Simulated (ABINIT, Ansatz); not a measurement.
# How the form of the self-energy moves the gap of CsCaF3 (Pm-3m), part 2 of 2

Aim: compare treatments of exchange, screening and correlation for the gap of CsCaF3 (Pm-3m).

ABINIT 10.8.3; LDA and many-body steps on it, plane waves. Known limits of the many-body steps: not at the basis limit; no spin-orbit coupling; coarse k mesh.

So far. Step 5 (G0W0, Engel-Farid plasmon pole): Against G0W0 in ABINIT (2×2×2 mesh, 81 bands, screening to 114.3 eV, Godby-Needs plasmon pole), the gap moves by −0.008 eV. Step 6 (G0W0, Hybertsen-Louie plasmon pole): Against G0W0 in ABINIT (2×2×2 mesh, 81 bands, screening to 114.3 eV, Godby-Needs plasmon pole), the gap moves by +0.765 eV.

## 7. One-shot Hartree-Fock

This step: one-shot Hartree-Fock on LDA, plane waves, norm-conserving pseudopotentials.

File run.abi:

```
acell 3*1.0 Angstrom
rprim 
  4.520531030000 0.000000000000 0.000000000000
  0.000000000000 4.520531030000 0.000000000000
  0.000000000000 0.000000000000 4.520531030000
ntypat 3
znucl 55 20 9
natom 5
typat 1 2 3 3 3
xred 
  0.000000000000 0.000000000000 0.000000000000
  0.500000000000 0.500000000000 0.500000000000
  0.000000000000 0.500000000000 0.500000000000
  0.500000000000 0.000000000000 0.500000000000
  0.500000000000 0.500000000000 0.000000000000
pp_dirpath "pseudos"
pseudos "Cs.upf, Ca.upf, F.upf"
ecut 36
ngkpt 2 2 2
nshiftk 1
shiftk 0 0 0
kptopt 1
chksymbreak 0
istwfk *1
occopt 1
irdwfk 1
optdriver 4
nband 24
gwcalctyp 5
ecutsigx 36
symsigma 1
nkptgw 2
kptgw 
  0.5000000000 0.5000000000 0.5000000000
  0.0000000000 0.0000000000 0.0000000000
bdgw 
  18 23
  18 23
ixc_sigma 40
fftgw 31
indata_prefix "in"
outdata_prefix "out"
tmpdata_prefix "tmp"
```

Command:

```bash
$ OMP_NUM_THREADS=1 mpirun -n 4 abinit run.abi > log
```

Numbers of over 12 decimals in the logs are rounded to 6 here.

The program printed:

```text
.Version 10.8.3 of ABINIT. v10.8.2 released Aug 2026.

 Symmetries : space group Pm -3 m (#221); Bravais cP (primitive cubic)
[... echo of the input left out ...]
== DATASET  1 ==================================================================
-   mpi_nproc: 4, omp_nthreads: 1 (-1 if OMP is not activated)

--- !DatasetInfo
iteration_state: {dtset: 1, }
dimensions: {natom: 5, nkpt: 4, mband: 24, nsppol: 1, nspinor: 1, nspden: 1, mpw: 6488, }
cutoff_energies: {ecut:  36.0, pawecutdg:  -1.0, }
[...]
Band     E0 <VxcDFT>   SigX SigC(E0)      Z dSigC/dE  Sig(E)    E-E0       E
[...]
22   8.181  -8.906  -3.995   0.000   1.000   0.000  -3.995   4.911  13.092
       23   8.181  -8.906  -3.995   0.000   1.000   0.000  -3.995   4.911  13.092

== END DATASET(S) ==============================================================
================================================================================

 -outvars: echo values of variables after computation  --------
           etotal      0.0000000000E+00
            nband          24
             nkpt           4
          spgroup         221
 [... the other variables as echoed above ...]

 Calculation completed.
```

Wall time 4.2 s (4 MPI ranks of Arm Neoverse V1, shared host); peak memory 0.21 GiB; 17 s of CPU time.

Numbers from this step:

```
quasiparticle gap on the points computed              : 19.14 eV
starting gap on the mesh                              : 6.840 eV
k of the valence top                                  : 0, 0, 0
k of the conduction bottom                            : 0, 0, 0
least direct quasiparticle gap on the computed points : 19.14 eV
```

Against G0W0 in ABINIT (2×2×2 mesh, 81 bands, screening to 114.3 eV, Godby-Needs plasmon pole), the gap moves by +8.762 eV.

## 8. Screening, 2×2×2 mesh, 81 bands, screening to 114.3 eV

This step: RPA screening on LDA, plane waves, norm-conserving pseudopotentials.

Changes to run.abi since step 7:

```diff
@@ -26,16 +26,14 @@
 irdwfk 1
-optdriver 4
-nband 24
-gwcalctyp 5
-ecutsigx 36
-symsigma 1
-nkptgw 2
-kptgw 
-  0.5000000000 0.5000000000 0.5000000000
-  0.0000000000 0.0000000000 0.0000000000
-bdgw 
-  18 23
-  18 23
-ixc_sigma 40
-fftgw 31
+optdriver 3
+nband 81
+ecuteps 4.2
+inclvkb 2
+awtr 1
+symchi 1
+gwcalctyp 2
+nfreqre 16
+freqremax 40 eV
+nfreqim 8
+spmeth 1
+nomegasf 120
 indata_prefix "in"
```

The program printed:

```text
.Version 10.8.3 of ABINIT. v10.8.2 released Aug 2026.

 Symmetries : space group Pm -3 m (#221); Bravais cP (primitive cubic)
[... echo of the input left out ...]
== DATASET  1 ==================================================================
-   mpi_nproc: 4, omp_nthreads: 1 (-1 if OMP is not activated)

--- !DatasetInfo
iteration_state: {dtset: 1, }
dimensions: {natom: 5, nkpt: 4, mband: 81, nsppol: 1, nspinor: 1, nspden: 1, mpw: 6488, }
cutoff_energies: {ecut:  36.0, pawecutdg:  -1.0, }
electrons: {nelect:   4.00000000E+01, charge:   0.00000000E+00, occopt:   1.00000000E+00, tsmear:   1.00000000E-02, }

 SCREENING: Calculation of the susceptibility and dielectric matrices

 Based on a program developped by R.W. Godby, V. Olevano, G. Onida, and L. Reining.
 Incorporated in ABINIT by V. Olevano, G.-M. Rignanese, and M. Torrent.
.Using double precision arithmetic ; gwpc =  8

[... cell and pseudopotentials left out ...]
--------------------------------------------------------------------------------

 ==== K-mesh for the wavefunctions ====
 Number of points in the irreducible wedge :     4
[... list of points left out ...]
 Together with 48 symmetry operations and time-reversal symmetry
 yields     8 points in the full Brillouin Zone.

 ==== Q-mesh for the screening function ====
 Number of points in the irreducible wedge :     4
[... list of points left out ...]
 Together with 48 symmetry operations and time-reversal symmetry
 yields     8 points in the full Brillouin Zone.

 setmesh: FFT mesh size selected  =    32x   32x   32
          total number of points  =        32768

 vcoul_init : cutoff-mode = AUXILIARY_FUNCTION
 q-points for optical limit:   1
     1)      0.000010    0.000020    0.000030

- screening: taking advantage of time-reversal symmetry
- Maximum band index for partially occupied states nbvw = 20
- Remaining bands to be divided among processors   nbcw = 61
- Number of bands treated by each node ~15

 Number of electrons calculated from density =   40.0000; Expected =   40.0000
 average of density, n =  0.064165
 r_s =    1.5495
 omega_plasma =   24.4345 [eV]

 calculating chi0 at frequencies [eV] :
  1    0.000000E+00    0.000000E+00
  2    2.666667E+00    0.000000E+00
  3    5.333333E+00    0.000000E+00
[...]
23    0.000000E+00    6.223037E+01
 24    0.000000E+00    8.762104E+01

--------------------------------------------------------------------------------
  q-point number  1        q = ( 0.000000, 0.000000, 0.000000) [r.l.u.]
--------------------------------------------------------------------------------
[... chi0 elements left out ...]
  [... further frequencies ...]

 No. of calculated frequencies >  15, stop printing
 For q-point:  0.000010 0.000020 0.000030
  dielectric constant =   2.4014
  dielectric constant without local fields =   2.6558

  Average fulfillment of the sum rule on Im[epsilon] for q-point    1 :     41.24  [%]
[... wings left out ...]
  q-point number  2        q = ( 0.500000, 0.000000, 0.000000) [r.l.u.]
--------------------------------------------------------------------------------
[... chi0 elements left out ...]
  [... further frequencies ...]

 No. of calculated frequencies >  15, stop printing
  Average fulfillment of the sum rule on Im[epsilon] for q-point    2 :     49.79  [%]

 [... 2 further q-points ...]
```

The job ended after 16 s (4 MPI ranks; peak memory 1.3 GiB; 62 s of CPU time).

Numbers from this step:

```yaml
eps_infinity_with_local_fields_on_this_mesh_along_the_program_s_q_direction: 2.401
the_same_without_local_fields: 2.656
plasma_frequency: 24.43 eV
plane_waves_in_the_screening_matrix: 251
```

## 9. G0W0, contour deformation

This step: G0W0 on LDA, plane waves, norm-conserving pseudopotentials.

Changes to run.abi since step 8:

```diff
@@ -26,14 +26,16 @@
 irdwfk 1
-optdriver 3
+optdriver 4
 nband 81
+gwcalctyp 2
+ecutsigx 36
+symsigma 1
+nkptgw 2
+kptgw 
+  0.5000000000 0.5000000000 0.5000000000
+  0.0000000000 0.0000000000 0.0000000000
+bdgw 
+  18 23
+  18 23
 ecuteps 4.2
-inclvkb 2
-awtr 1
-symchi 1
-gwcalctyp 2
-nfreqre 16
-freqremax 40 eV
-nfreqim 8
-spmeth 1
-nomegasf 120
+irdscr 1
 indata_prefix "in"
```

The program printed:

```text
.Version 10.8.3 of ABINIT. v10.8.2 released Aug 2026.

 Symmetries : space group Pm -3 m (#221); Bravais cP (primitive cubic)
[... echo of the input left out ...]
== DATASET  1 ==================================================================
-   mpi_nproc: 4, omp_nthreads: 1 (-1 if OMP is not activated)

--- !DatasetInfo
iteration_state: {dtset: 1, }
dimensions: {natom: 5, nkpt: 4, mband: 81, nsppol: 1, nspinor: 1, nspden: 1, mpw: 6488, }
cutoff_energies: {ecut:  36.0, pawecutdg:  -1.0, }
[...]
Band     E0 <VxcDFT>   SigX SigC(E0)      Z dSigC/dE  Sig(E)    E-E0       E
[...]
23   8.181  -8.906  -3.995  -2.737   0.873  -0.145  -7.007   1.899  10.080
       23   0.000   0.000   0.000   0.000   0.000   0.000   0.000   0.000   0.000

== END DATASET(S) ==============================================================
================================================================================

 -outvars: echo values of variables after computation  --------
           etotal      0.0000000000E+00
            nband          81
             nkpt           4
          spgroup         221
 [... the other variables as echoed above ...]

 Calculation completed.
```

It took 6.2 s on 4 MPI ranks; peak memory 0.89 GiB; 24 s of CPU time.

Numbers from this step:

* G0W0 gap on the points computed: 10.33 eV
* starting gap on the mesh: 6.840 eV
* k of the valence top: 0.5, 0.5, 0.5
* k of the conduction bottom: 0, 0, 0
* least direct G0W0 gap on the computed points: 10.34 eV

Against G0W0 in ABINIT (2×2×2 mesh, 81 bands, screening to 114.3 eV, Godby-Needs plasmon pole), the gap moves by −0.049 eV.

## 10. The runs together

Times are wall times on 4 MPI ranks of Arm Neoverse V1, shared host, good to a factor of about two. A run's time includes the screening step that it read.

```tsv
run	mesh	bands	screening cutoff (eV)	DFT gap (eV)	gap on the mesh (eV)	direct (eV)	ε∞ used	time
G0W0, Godby-Needs plasmon pole	2×2×2	81	114.3	6.840	10.375	10.389	2.39	20 s
G0W0, Engel-Farid plasmon pole	2×2×2	81	114.3	6.840	10.367	10.381	2.39	18 s
G0W0, Hybertsen-Louie plasmon pole	2×2×2	81	114.3	6.840	11.140	11.140	2.39	20 s
one-shot Hartree-Fock	2×2×2	-	-	6.840	19.137	19.137	-	4.2 s
G0W0, contour deformation	2×2×2	81	114.3	6.840	10.326	10.343	2.40	22 s
```

## 11. Results

- G0W0, Godby-Needs plasmon pole: 10.375 eV
- G0W0, Engel-Farid plasmon pole: 10.367 eV
- G0W0, Hybertsen-Louie plasmon pole: 11.140 eV
- one-shot Hartree-Fock: 19.137 eV
- G0W0, contour deformation: 10.326 eV
- known limits: not at the basis limit; no spin-orbit coupling; coarse k mesh

In words: G0W0, Engel-Farid plasmon pole: −0.008 eV against G0W0, Godby-Needs plasmon pole. G0W0, Hybertsen-Louie plasmon pole: +0.765 eV against G0W0, Godby-Needs plasmon pole. One-shot Hartree-Fock: +8.762 eV against G0W0, Godby-Needs plasmon pole. G0W0, contour deformation: −0.049 eV against G0W0, Godby-Needs plasmon pole. Bare exchange alone opens the gap to 19.14 eV; against G0W0, correlation takes back 8.76 eV. Bands and cutoff are finite, so the gap is not at the basis limit. The miss can reach some tenths of an eV and take either sign; the mesh is an error of its own. In the G0W0 runs levels were corrected at 2 k points alone, so a gap called «on the mesh» is the least over those, and an edge elsewhere would be missed. The 2×2×2 mesh is coarse for this cell, which bears on the long-range parts of exchange and screening. This is the ideal cubic cell; many perovskites, halides above all, are cubic only on average, and local tilts or off-centring can widen the gap. The many-body steps are scalar-relativistic: spin-orbit coupling is not in them.

[Paths, hosts, dates, memory and timing lines, banners, echoed tables and standing remarks are left out of the program output.]

[Logs are printed without paths, hosts, clocks, repeated set-up lines and the standing remarks that a program may print on its own settings, such as how far it seeks lower states.]

[Runs of the session that timed out or met a known fault of the program may be left out.]

[Hosts, paths, dates, database ids (printed as entryN), source tags and the programs' standing remarks are cut or masked in the printed files.]

[G0W0 gaps are taken among the corrected bands and points alone; a level outside them can change the order at an edge.]

[Where Ansatz stands beside ABINIT at settings called matched, ABINIT's density can come from a denser mesh and the files from another edition; pairs whose starting gaps differed by over 0.03 eV were left out, so agreement reads better than it is.]
